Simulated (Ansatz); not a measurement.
# AgF (model cell, started as NiAs type): following an unstable mode, part 2 of 2

Wanted: the energy along a soft mode of AgF (model cell, started as NiAs type) and the structure at the end.

Ansatz 0.2.0; DFT PBEsol, scalar-relativistic, plane waves, PAW.

So far, highest frequency on the path or at a solved wavevector (cm⁻¹): step 2 (response at finite wavevector) 314. Also lowest frequency on the path (cm⁻¹): step 2 -37.3.

The structure was built from a prototype and need not be the compound's stable phase.

### 4. The mode frozen in, largest atomic shift 0.22 Å

The atoms are moved along the unstable eigenvector, the largest shift by 0.22 Å, with the cell fixed.

input.yaml reads:

```yaml
crystal:
  lattice:
    - [4.5570966216, 2.6310461171, 0.0]
    - [-4.4651e-06, 5.2620845003, 0.0]
    - [0.0, 0.0, 6.8619586866]
  atoms:
    - { symbol: Ag, position: [0.3498284681, 0.3168378298, 2.072e-07] }
    - { symbol: Ag, position: [0.6831621702, 0.6501715319, 2.072e-07] }
    - { symbol: Ag, position: [-0.0329918351, 1.0329918351, -4.145e-07] }
    - { symbol: Ag, position: [0.3168381986, 0.3498288368, 0.5000002072] }
    - { symbol: Ag, position: [0.6501711632, 0.6831618014, 0.5000002072] }
    - { symbol: Ag, position: [0.0329918351, 0.9670081649, 0.4999995855] }
    - { symbol: F, position: [1.0, 0.3333333333, 0.2660298269] }
    - { symbol: F, position: [0.3333333333, 0.6666666667, 0.2179391832] }
    - { symbol: F, position: [0.6666666667, 0.0, 0.2660298269] }
    - { symbol: F, position: [0.3333333333, 0.0, 0.766031213] }
    - { symbol: F, position: [0.6666666667, 0.3333333333, 0.7179399] }
    - { symbol: F, position: [1.0, 0.6666666667, 0.766031213] }
kpoints:
  mp_grid: { grid: [9, 9, 6] }
hamiltonian:
  xc: pbesol
scf:
  occupations: { method: methfessel_paxton, width: 0.2 }
output:
  forces: true
  stress: true
  eigenvalues: true
```

Launch:

```console
ansatz run input.yaml --threads 4 --pin off --max-ram 7168MiB --backend cpu --events-out ev --progress --plain --runs-dir out
```

Numbers of over 12 decimals in the logs are rounded to 6 here.

The program printed:

```text
[...]
k-point 0: bands = [... 74 lower, 9.6913, 9.7544, 9.9187, 9.9596, 10.0849, 14.1540, 15.7407, 17.9480, ... 12 higher]
  k-point 1: bands = [... 74 lower, 9.8801, 9.9007, 10.0287, 10.0530, 10.1925, 13.5081, 16.4241, 17.9305, ... 12 higher]
  k-point 2: bands = [... 74 lower, 10.0966, 10.1510, 10.1894, 10.2008, 10.6567, 12.4815, 17.4218, 17.8501, ... 12 higher]
  k-point 99: bands = [... 74 lower, 9.7538, 9.7538, 9.7790, 9.7790, 13.2606, 13.2606, 13.4652, 13.4652, ... 12 higher]
[key lines of the parts left out:]
SCF converged after 9 iterations
Free energy (F): -49929.446298 eV
Fermi energy:    10.287570 eV
P = ⅓ Tr σ = 0.5891 GPa (5.891 kbar)
```

It took 24 s on 4 threads of Intel Xeon 6975P-C (Granite Rapids), shared host; peak memory 1.4 GiB.

Numbers from this step:

| Item | Value |
| --- | --- |
| pressure | 0.5891 GPa |
| energy from the undistorted cell | -0.885 meV/atom |

The energy, extrapolated to zero smearing, is -0.89 meV/atom against the undistorted cell.

The run ends at a pressure of 0.59 GPa, with forces up to 0.11 eV/Å.

### 5. Energy along the mode, all amplitudes (two of the runs are shown above)

An imaginary frequency means negative curvature, so the energy should fall and then rise again as anharmonic terms take over.

This step gave:

```yaml
depth_at_the_lowest_point_sampled: 0.885 meV/atom
largest_atomic_shift_at_that_point: 0.22 Å
```

Energy from the parent against largest atomic shift:

| largest atomic shift (Å) | energy from the parent (meV/atom) |
| --- | --- |
| 0.000 | 0 |
| 0.040 | -0.083 |
| 0.080 | -0.309 |
| 0.140 | -0.763 |
| 0.220 | -0.885 |
| 0.320 | 2.32 |
| 0.450 | 21.1 |

Displacement at unit largest shift by atom:

```csv
atom,x (Å),y (Å),z (Å),size
Ag1,0.34,-0.20,0.00,0.39
Ag2,0.34,-0.20,0.00,0.39
Ag3,-0.68,0.40,0.00,0.79
Ag4,-0.34,0.20,0.00,0.39
Ag5,-0.34,0.20,0.00,0.39
Ag6,0.68,-0.40,0.00,0.79
F7,0.00,0.00,0.50,0.50
F8,0.00,0.00,-1.00,1.00
F9,0.00,0.00,0.50,0.50
F10,0.00,0.00,0.50,0.50
F11,0.00,0.00,-1.00,1.00
F12,0.00,0.00,0.50,0.50
```

The lowest of the steps tried is at 0.22 Å, 0.885 meV/atom below the parent; the bottom of the well need not coincide with a step.

### 6. Relaxing from the distorted cell

Starting from the lowest point found, all atoms and the cell are let go, so that strain and other modes of the same symmetry can join in.

Changes to input.yaml since step 4:

```diff
@@ -28 +28,6 @@
   eigenvalues: true
+relax:
+  adjacent_minimum: "off"
+  f_tol: 0.002
+  max_steps: 120
+  cell: { stress_tol: 0.03 }
```

The program printed:

```text
[...]
Crystal: 12 atoms, lattice volume = 164.549 Å³
Basis set: ecut = 420 eV, 3221 PW (Γ), exchange–correlation on 72×72×96 points (8 copies of the dense FFT grid, shifted against one another)
Bands: 94, of which v1, the nominal top of the filled ones, is band 78 counted from 1 (77 counted from 0)
Symmetry: 4 space group operations
[...]
k-points: 100 of 486 (time reversal used)
[...]
SCF iter   1: F=—  HF=-49929.543284 eV  |F-HF|=—  |Δ(HF+E_count)|=         —  Δρ=1.78e-2  dr2=3.62e-1  ethr=1.77e-3  ⟨swp⟩=4.9  Hψ=28782  notcnv=0  defer=134
[...]
SCF iter   9: F=-49929.446298 eV  HF=-49929.446298 eV  |F-HF|=1.38e-8  |Δ(HF+E_count)|=   2.82e-8  S|Δr|=    0.00e0  Δρ=2.79e-6  dr2=1.66e-8  ethr=6.41e-11  ⟨swp⟩=3.6  Hψ=24884  notcnv=0
SCF 1 converged in 9 iterations: F = -49929.446298 eV  dr2 = 1.66e-8
[...]
relax step   1: F+E_penalty+E_count = -49929.44629762 eV  Δ(F+E_penalty+E_count) = +0.000e0 eV  max|allowed force component| = 9.986e-2 eV/Å  Δτ_max = 0.0000 Å  P = +0.589 GPa  Ω = 164.549 Å³  (9 SCF iters, dr2 threshold 1.00e-7 eV, accepted)
Crystal: 12 atoms, lattice volume = 166.376 Å³
Basis set: ecut = 420 eV, 3245 PW (Γ), exchange–correlation on 72×72×96 points (8 copies of the dense FFT grid, shifted against one another)
[...]
SCF iter   6: F=-49929.459936 eV  HF=-49929.459937 eV  |F-HF|=6.64e-7  |Δ(HF+E_count)|=   6.69e-6  S|Δr|=    0.00e0  Δρ=3.37e-5  dr2=1.14e-6  ethr=7.69e-10  ⟨swp⟩=3.7  Hψ=36536  notcnv=0
SCF 2 converged in 6 iterations: F = -49929.459936 eV  dr2 = 1.14e-6
relax step   2: F+E_penalty+E_count = -49929.45993597 eV  Δ(F+E_penalty+E_count) = -1.364e-2 eV  max|allowed force component| = 3.650e-2 eV/Å  Δτ_max = 0.0149 Å  P = -0.128 GPa  Ω = 166.376 Å³  energy of the carried Pulay correction = -5.882e-3 eV  (6 SCF iters, dr2 threshold 1.20e-6 eV, accepted)
Crystal: 12 atoms, lattice volume = 166.752 Å³
Basis set: ecut = 420 eV, 3261 PW (Γ), exchange–correlation on 72×72×96 points (8 copies of the dense FFT grid, shifted against one another)
[...]
SCF iter   7: F=-49929.467004 eV  HF=-49929.467004 eV  |F-HF|=9.21e-8  |Δ(HF+E_count)|=   5.62e-7  S|Δr|=    0.00e0  Δρ=7.96e-6  dr2=1.14e-7  ethr=2.82e-10  ⟨swp⟩=3.2  Hψ=32425  notcnv=0
the search or the solves at the SCF's close seem to have found levels that the self-consistency loop had missed (the run counts 1). By its estimate they hold under 1e-12 electrons; where the run keeps them, the occupations were computed again with them
SCF 3 converged in 7 iterations: F = -49929.467004 eV  dr2 = 1.14e-7
relax step   3: F+E_penalty+E_count = -49929.46700411 eV  Δ(F+E_penalty+E_count) = -7.068e-3 eV  max|allowed force component| = 6.058e-2 eV/Å  Δτ_max = 0.0235 Å  P = -0.032 GPa  Ω = 166.752 Å³  energy of the carried Pulay correction = -7.084e-3 eV  (7 SCF iters, dr2 threshold 4.39e-7 eV, accepted)
[... from here on, the SCF cycles and remarks between the steps are left out ...]
relax step   4: F+E_penalty+E_count = -49929.47251093 eV  Δ(F+E_penalty+E_count) = -5.507e-3 eV  max|allowed force component| = 8.295e-2 eV/Å  Δτ_max = 0.0660 Å  P = -0.428 GPa  Ω = 168.200 Å³  energy of the carried Pulay correction = -1.169e-2 eV  (8 SCF iters, dr2 threshold 2.29e-7 eV, accepted)
relax step   5: F+E_penalty+E_count = -49929.48227334 eV  Δ(F+E_penalty+E_count) = -9.762e-3 eV  max|allowed force component| = 4.237e-2 eV/Å  Δτ_max = 0.0620 Å  P = -0.094 GPa  Ω = 168.312 Å³  energy of the carried Pulay correction = -1.205e-2 eV  (6 SCF iters, dr2 threshold 1.06e-6 eV, accepted)
relax step   6: F+E_penalty+E_count = -49929.47972439 eV  Δ(F+E_penalty+E_count) = +2.549e-3 eV  max|allowed force component| = 3.603e-2 eV/Å  Δτ_max = 0.0719 Å  P = +0.104 GPa  Ω = 169.146 Å³  energy of the carried Pulay correction = -1.468e-2 eV  (8 SCF iters, dr2 threshold 1.32e-7 eV, accepted)
relax step   7: F+E_penalty+E_count = -49929.48486323 eV  Δ(F+E_penalty+E_count) = -5.139e-3 eV  max|allowed force component| = 1.055e-2 eV/Å  Δτ_max = 0.0414 Å  P = -0.025 GPa  Ω = 168.745 Å³  energy of the carried Pulay correction = -1.341e-2 eV  (7 SCF iters, dr2 threshold 2.09e-7 eV, accepted)
relax step   8: F+E_penalty+E_count = -49929.48543560 eV  Δ(F+E_penalty+E_count) = -5.724e-4 eV  max|allowed force component| = 1.480e-3 eV/Å  Δτ_max = 0.0035 Å  P = +0.006 GPa  Ω = 168.609 Å³  energy of the carried Pulay correction = -1.299e-2 eV  (7 SCF iters, dr2 threshold 1.00e-8 eV, accepted)
relax step   9: F+E_penalty+E_count = -49929.51247624 eV  Δ(F+E_penalty+E_count) = -2.704e-2 eV  max|allowed force component| = 1.531e-3 eV/Å  Δτ_max = 0.0000 Å  P = +0.271 GPa  Ω = 168.609 Å³  stress off target by 6.35e-1 GPa  SCF on the basis re-selected at this cell (its energy is not comparable with the rows above)  (8 SCF iters)
relax step  10: F+E_penalty+E_count = -49929.51300123 eV  Δ(F+E_penalty+E_count) = -5.250e-4 eV  max|allowed force component| = 2.653e-2 eV/Å  Δτ_max = 0.0431 Å  P = +0.139 GPa  Ω = 169.305 Å³  energy of the carried Pulay correction = -2.525e-3 eV  (7 SCF iters, dr2 threshold 1.01e-6 eV, accepted)
relax step  11: F+E_penalty+E_count = -49929.51504815 eV  Δ(F+E_penalty+E_count) = -2.047e-3 eV  max|allowed force component| = 6.816e-3 eV/Å  Δτ_max = 0.0210 Å  P = +0.122 GPa  Ω = 169.488 Å³  energy of the carried Pulay correction = -3.380e-3 eV  (7 SCF iters, dr2 threshold 3.19e-7 eV, accepted)
relax step  12: F+E_penalty+E_count = -49929.51286037 eV  Δ(F+E_penalty+E_count) = +2.188e-3 eV  max|allowed force component| = 9.062e-3 eV/Å  Δτ_max = 0.0072 Å  P = -0.218 GPa  Ω = 170.123 Å³  energy of the carried Pulay correction = -5.512e-3 eV  (7 SCF iters, dr2 threshold 6.19e-8 eV, rejected (line search))
relax step  13: F+E_penalty+E_count = -49929.51489956 eV  Δ(F+E_penalty+E_count) = +1.486e-4 eV  max|allowed force component| = 2.005e-3 eV/Å  Δτ_max = 0.0048 Å  P = +0.041 GPa  Ω = 169.609 Å³  energy of the carried Pulay correction = -3.786e-3 eV  (10 SCF iters, accepted)
relax step  14: F+E_penalty+E_count = -49929.51481347 eV  Δ(F+E_penalty+E_count) = +8.608e-5 eV  max|allowed force component| = 1.033e-3 eV/Å  Δτ_max = 0.0049 Å  P = -0.008 GPa  Ω = 169.652 Å³  energy of the carried Pulay correction = -3.935e-3 eV  (7 SCF iters, dr2 threshold 7.36e-9 eV, accepted)
relax step  15: F+E_penalty+E_count = -49929.52053730 eV  Δ(F+E_penalty+E_count) = -5.724e-3 eV  max|allowed force component| = 7.623e-4 eV/Å  Δτ_max = 0.0000 Å  P = +0.020 GPa  Ω = 169.652 Å³  stress off target by 1.50e-1 GPa  SCF on the basis re-selected at this cell (its energy is not comparable with the rows above)  (7 SCF iters)
relax step  16: F+E_penalty+E_count = -49929.52076468 eV  Δ(F+E_penalty+E_count) = -2.274e-4 eV  max|allowed force component| = 2.820e-3 eV/Å  Δτ_max = 0.0102 Å  P = +0.015 GPa  Ω = 169.745 Å³  energy of the carried Pulay correction = -3.849e-4 eV  (6 SCF iters, dr2 threshold 5.60e-8 eV, accepted)
relax step  17: F+E_penalty+E_count = -49929.52065778 eV  Δ(F+E_penalty+E_count) = +1.069e-4 eV  max|allowed force component| = 1.775e-3 eV/Å  Δτ_max = 0.0068 Å  P = -0.002 GPa  Ω = 169.785 Å³  energy of the carried Pulay correction = -5.363e-4 eV  (7 SCF iters, dr2 threshold 4.97e-10 eV, accepted)
relax step  18: F+E_penalty+E_count = -49929.52140275 eV  Δ(F+E_penalty+E_count) = -7.450e-4 eV  max|allowed force component| = 1.860e-3 eV/Å  Δτ_max = 0.0000 Å  P = +0.001 GPa  Ω = 169.785 Å³  stress off target by 5.35e-2 GPa  SCF on the basis re-selected at this cell (its energy is not comparable with the rows above)  (6 SCF iters)
relax step  19: F+E_penalty+E_count = -49929.52138321 eV  Δ(F+E_penalty+E_count) = +1.954e-5 eV  max|allowed force component| = 3.927e-4 eV/Å  Δτ_max = 0.0038 Å  P = -0.000 GPa  Ω = 169.809 Å³  energy of the carried Pulay correction = -1.010e-4 eV  (6 SCF iters, dr2 threshold 7.16e-9 eV, accepted)
[...]
SCF iter   5: F=-49929.521489 eV  HF=-49929.521489 eV  |F-HF|=1.46e-11  |Δ(HF+E_count)|=  2.91e-11  S|Δr|=    0.00e0  Δρ=8.27e-8  dr2=1.21e-11  ethr=1.00e-12  ⟨swp⟩=5.5  Hψ=31306  notcnv=0
SCF 20 converged in 5 iterations: F = -49929.521489 eV  dr2 = 1.21e-11
relax step  20: F+E_penalty+E_count = -49929.52148871 eV  Δ(F+E_penalty+E_count) = -1.055e-4 eV  max|allowed force component| = 4.090e-4 eV/Å  Δτ_max = 0.0000 Å  P = +0.000 GPa  Ω = 169.809 Å³  stress off target by 1.78e-2 GPa  SCF on the basis re-selected at this cell (its energy is not comparable with the rows above)  (5 SCF iters)
[...]
SCF converged after 5 iterations
[...]
Free energy (F): -49929.521489 eV
[...]
Internal energy: -49929.552700 eV  (E = F + TS)
E sigma→0 (E₀):  -49929.529292 eV
Entropy (-TS):   0.031211 eV (2.601 meV/atom)
Fermi energy:    9.831441 eV
Step filling:    the computed levels leave a gap of 0.0368 eV = 0.2 smearing widths at the electron count; against every level under it full and every level over it empty, smearing changes F+E_penalty+E_count by +14.166 meV and its σ→0 estimate by +6.363 meV
[...]
--- Forces (eV/Å), atoms counted from 1 ---
  atom   1  Ag     0.00011884     0.00010296     0.00025043
  atom   2  Ag    -0.00002974    -0.00015440     0.00025043
  atom   3  Ag    -0.00040899     0.00023613    -0.00014357
  atom   4  Ag     0.00002974     0.00015440     0.00025043
  atom   5  Ag    -0.00011884    -0.00010296     0.00025043
  atom   6  Ag     0.00040899    -0.00023613    -0.00014357
  atom   7  F      0.00001125     0.00023590    -0.00017854
  atom   8  F     -0.00013682     0.00007899    -0.00000131
  atom   9  F     -0.00019867    -0.00012769    -0.00017854
  atom  10  F      0.00019867     0.00012769    -0.00017854
  atom  11  F      0.00013682    -0.00007899    -0.00000131
  atom  12  F     -0.00001125    -0.00023590    -0.00017854
  max |Σ_I F_I| component: 2.21e-6 eV/Å
--- Stress (GPa, compression-positive) ---
        0.011614      -0.010719      -0.000000
       -0.010719      -0.000764       0.000000
        0.000000      -0.000000      -0.010028
  P = ⅓ Tr σ = 0.0003 GPa (0.003 kbar)
--- Band table (eV; the first three rows and the last of 100) ---
  k-point 0: bands = [... 74 lower, 9.0946, 9.1836, 9.5495, 9.5614, 9.8388, 13.8187, 14.9600, 16.7253, ... 12 higher]
  k-point 1: bands = [... 74 lower, 9.2570, 9.2757, 9.6265, 9.6275, 9.9241, 13.0852, 15.6820, 16.7334, ... 12 higher]
  k-point 2: bands = [... 74 lower, 9.5026, 9.5660, 9.7456, 9.7511, 10.2888, 12.0362, 16.5353, 16.7607, ... 12 higher]
  k-point 99: bands = [... 74 lower, 9.3211, 9.3211, 9.3444, 9.3444, 12.6494, 12.6494, 13.1422, 13.1422, ... 12 higher]
--- Relaxed structure (16 steps of the walk, 15 accepted, 4 SCFs on fresh bases) ---
  F+E_penalty+E_count = -49929.52148871 eV   max|allowed force component| = 4.090e-4 eV/Å   (the final SCF, on the basis selected at the relaxed cell)
  cell:  # Å, volume = 169.8092 Å³
    - [4.722069, 2.543690, 0]
    - [-0.158143, 5.361277, 0]
    - [0, 0, 6.602586]
  atoms:
    - { symbol: Ag, position: [0.348618, 0.311768, 0.00223648] }
    - { symbol: Ag, position: [0.688232, 0.651382, 0.00223648] }
    - { symbol: Ag, position: [-0.062465, 1.062465, -0.00218409] }
    - { symbol: Ag, position: [0.311768, 0.348618, 0.502236] }
    - { symbol: Ag, position: [0.651382, 0.688232, 0.502236] }
    - { symbol: Ag, position: [0.062465, 0.937535, 0.497816] }
    - { symbol: F, position: [1.002102, 0.328294, 0.280151] }
    - { symbol: F, position: [0.320416, 0.679584, 0.187410] }
    - { symbol: F, position: [0.671706, -0.00210238, 0.280151] }
    - { symbol: F, position: [0.328294, 0.00210238, 0.780151] }
    - { symbol: F, position: [0.679584, 0.320416, 0.687410] }
    - { symbol: F, position: [0.997898, 0.671706, 0.780151] }
```

The job ended after 8.2 min (4 threads; peak memory 1.5 GiB).

Relaxation path:

| step | energy less that of the first step (eV) | largest force component (eV/Å) | pressure (GPa) | volume (Å³) |
| --- | --- | --- | --- | --- |
| 1 | 0.0000 | 0.0999 | 0.59 | 164.55 |
| 2 | -0.0136 | 0.0365 | -0.13 | 166.38 |
| 3 | -0.0207 | 0.0606 | -0.03 | 166.75 |
| 4 | -0.0262 | 0.0830 | -0.43 | 168.20 |
| 5 | -0.0360 | 0.0424 | -0.09 | 168.31 |
| 6 | -0.0334 | 0.0360 | 0.10 | 169.15 |
| 7 | -0.0386 | 0.0106 | -0.02 | 168.74 |
| 8 | -0.0391 | 0.0015 | 0.01 | 168.61 |
| 9* | -0.0662 | 0.0015 | 0.27 | 168.61 |
| 10 | -0.0667 | 0.0265 | 0.14 | 169.30 |
| 11 | -0.0687 | 0.0068 | 0.12 | 169.49 |
| 12 | -0.0666 | 0.0091 | -0.22 | 170.12 |
| 13 | -0.0686 | 0.0020 | 0.04 | 169.61 |
| 14 | -0.0685 | 0.0010 | -0.01 | 169.65 |
| 15* | -0.0742 | 0.0008 | 0.02 | 169.65 |
| 16 | -0.0745 | 0.0028 | 0.02 | 169.75 |
| 17 | -0.0744 | 0.0018 | 0.00 | 169.79 |
| 18* | -0.0751 | 0.0019 | 0.00 | 169.79 |
| 19 | -0.0751 | 0.0004 | 0.00 | 169.81 |
| 20* | -0.0752 | 0.0004 | 0.00 | 169.81 |

Relaxation steps marked * repeat the geometry before them on a plane-wave basis chosen anew for their cell, so energy and pressure can jump there. Relaxation step 12 was tried and not accepted.

The run keeps the 4 symmetry operations that it works with, so distortions that break them were not tested.

```csv
"conventional cell, symmetrised",before,after,change
a (Å),9.114,9.128,+0.1 %
b (Å),5.262,5.635,+7.1 %
c (Å),6.862,6.603,-3.8 %
volume (Å³/atom),13.71,14.15,+3.2 %
```

The atoms that moved most (Å, as changes of fractional coordinates times the final cell):

```
atom      dx      dy      dz  length
 F11   0.063  -0.036  -0.202   0.214
  F8  -0.063   0.036  -0.202   0.214
 Ag3  -0.144   0.083  -0.014   0.167
 Ag6   0.144  -0.083  -0.014   0.167
  F7   0.011  -0.022   0.093   0.096
  F9   0.024   0.002   0.093   0.096
 F12  -0.011   0.022   0.093   0.096
 F10  -0.024  -0.002   0.093   0.096
```

Final coordinates:

```xyz
12
Lattice="4.7221 2.5437 0.0000 -0.1581 5.3613 0.0000 0.0000 0.0000 6.6026" Properties=species:S:1:pos:R:3 pbc="T T T"
Ag    1.5969    2.5583    0.0148
Ag    3.1469    5.2429    0.0148
Ag   -0.4630    5.5373   -0.0144
Ag    1.4171    2.6621    3.3161
Ag    2.9670    5.3467    3.3161
Ag    0.1467    5.1853    3.2869
F     4.6801    4.3091    1.8497
F     1.4056    4.4585    1.2374
F     3.1722    1.6973    1.8497
F     1.5499    0.8463    5.1510
F     3.1584    3.4465    4.5387
F     4.6059    6.1395    5.1510
```

This step gave:

```yaml
pressure: 2.74e-4 GPa
volume_per_atom: 14.15 Å³
gap_on_the_k_mesh: 0.03682 eV
```

The distorted start has space group Cmc2_1; the relaxation ends in Cmc2_1.

### 7. Summary of results

```yaml
unstable_mode_of_the_parent: q = (0.333, 0.333, 0), 36i cm⁻¹
depth_at_the_lowest_point_sampled: 0.885 meV/atom
largest_atomic_shift_at_that_point: 0.22 Å
space_group_reached_within_0p01_a: Cmc2_1
energy_gained_over_the_parent_first_relaxation_on_the_mesh_of_the_frozen_mode: 7.28 meV/atom
volume_per_atom_phase_reached: 14.2 Å³
gap_on_the_k_mesh_phase_reached: 0.0368 eV
```

In words: Along this mode the structure falls into Cmc2_1, 7.28 meV/atom below the parent. At the parent's cell the well is 0.885 meV/atom deep on the steps tried, with its lowest point at a shift of 0.22 Å. Relaxing atoms and cell changes the gain by +6.40 meV/atom against the lowest step (energies at zero smearing). Most of the total comes from this relaxation. The modes of the phase reached were not computed on this path. How so shallow a well moves with the k mesh was not tested. Of the 4 patterns followed to their end from this parent, this one ends 2.34 meV/atom above the lowest, Cmcm. Each path keeps the symmetry of its pattern, so a lower phase may lie along a pattern not tried. With no gap, or one that is small against the smearing, the frequencies hang on the k mesh and the smearing, most of all near Kohn anomalies. A semilocal functional can close a gap that the real compound would have, so the metallic treatment may be an artefact of the level. The starting cell was built on a prototype and not taken from a measurement, so the phase need not exist.

[Logs are printed without paths, hosts, clocks, repeated set-up lines and the standing remarks that a program may print on its own settings, such as how far it seeks lower states.]

[Hosts, paths, dates, database ids (printed as entryN), source tags and the programs' standing remarks are cut or masked in the printed files.]
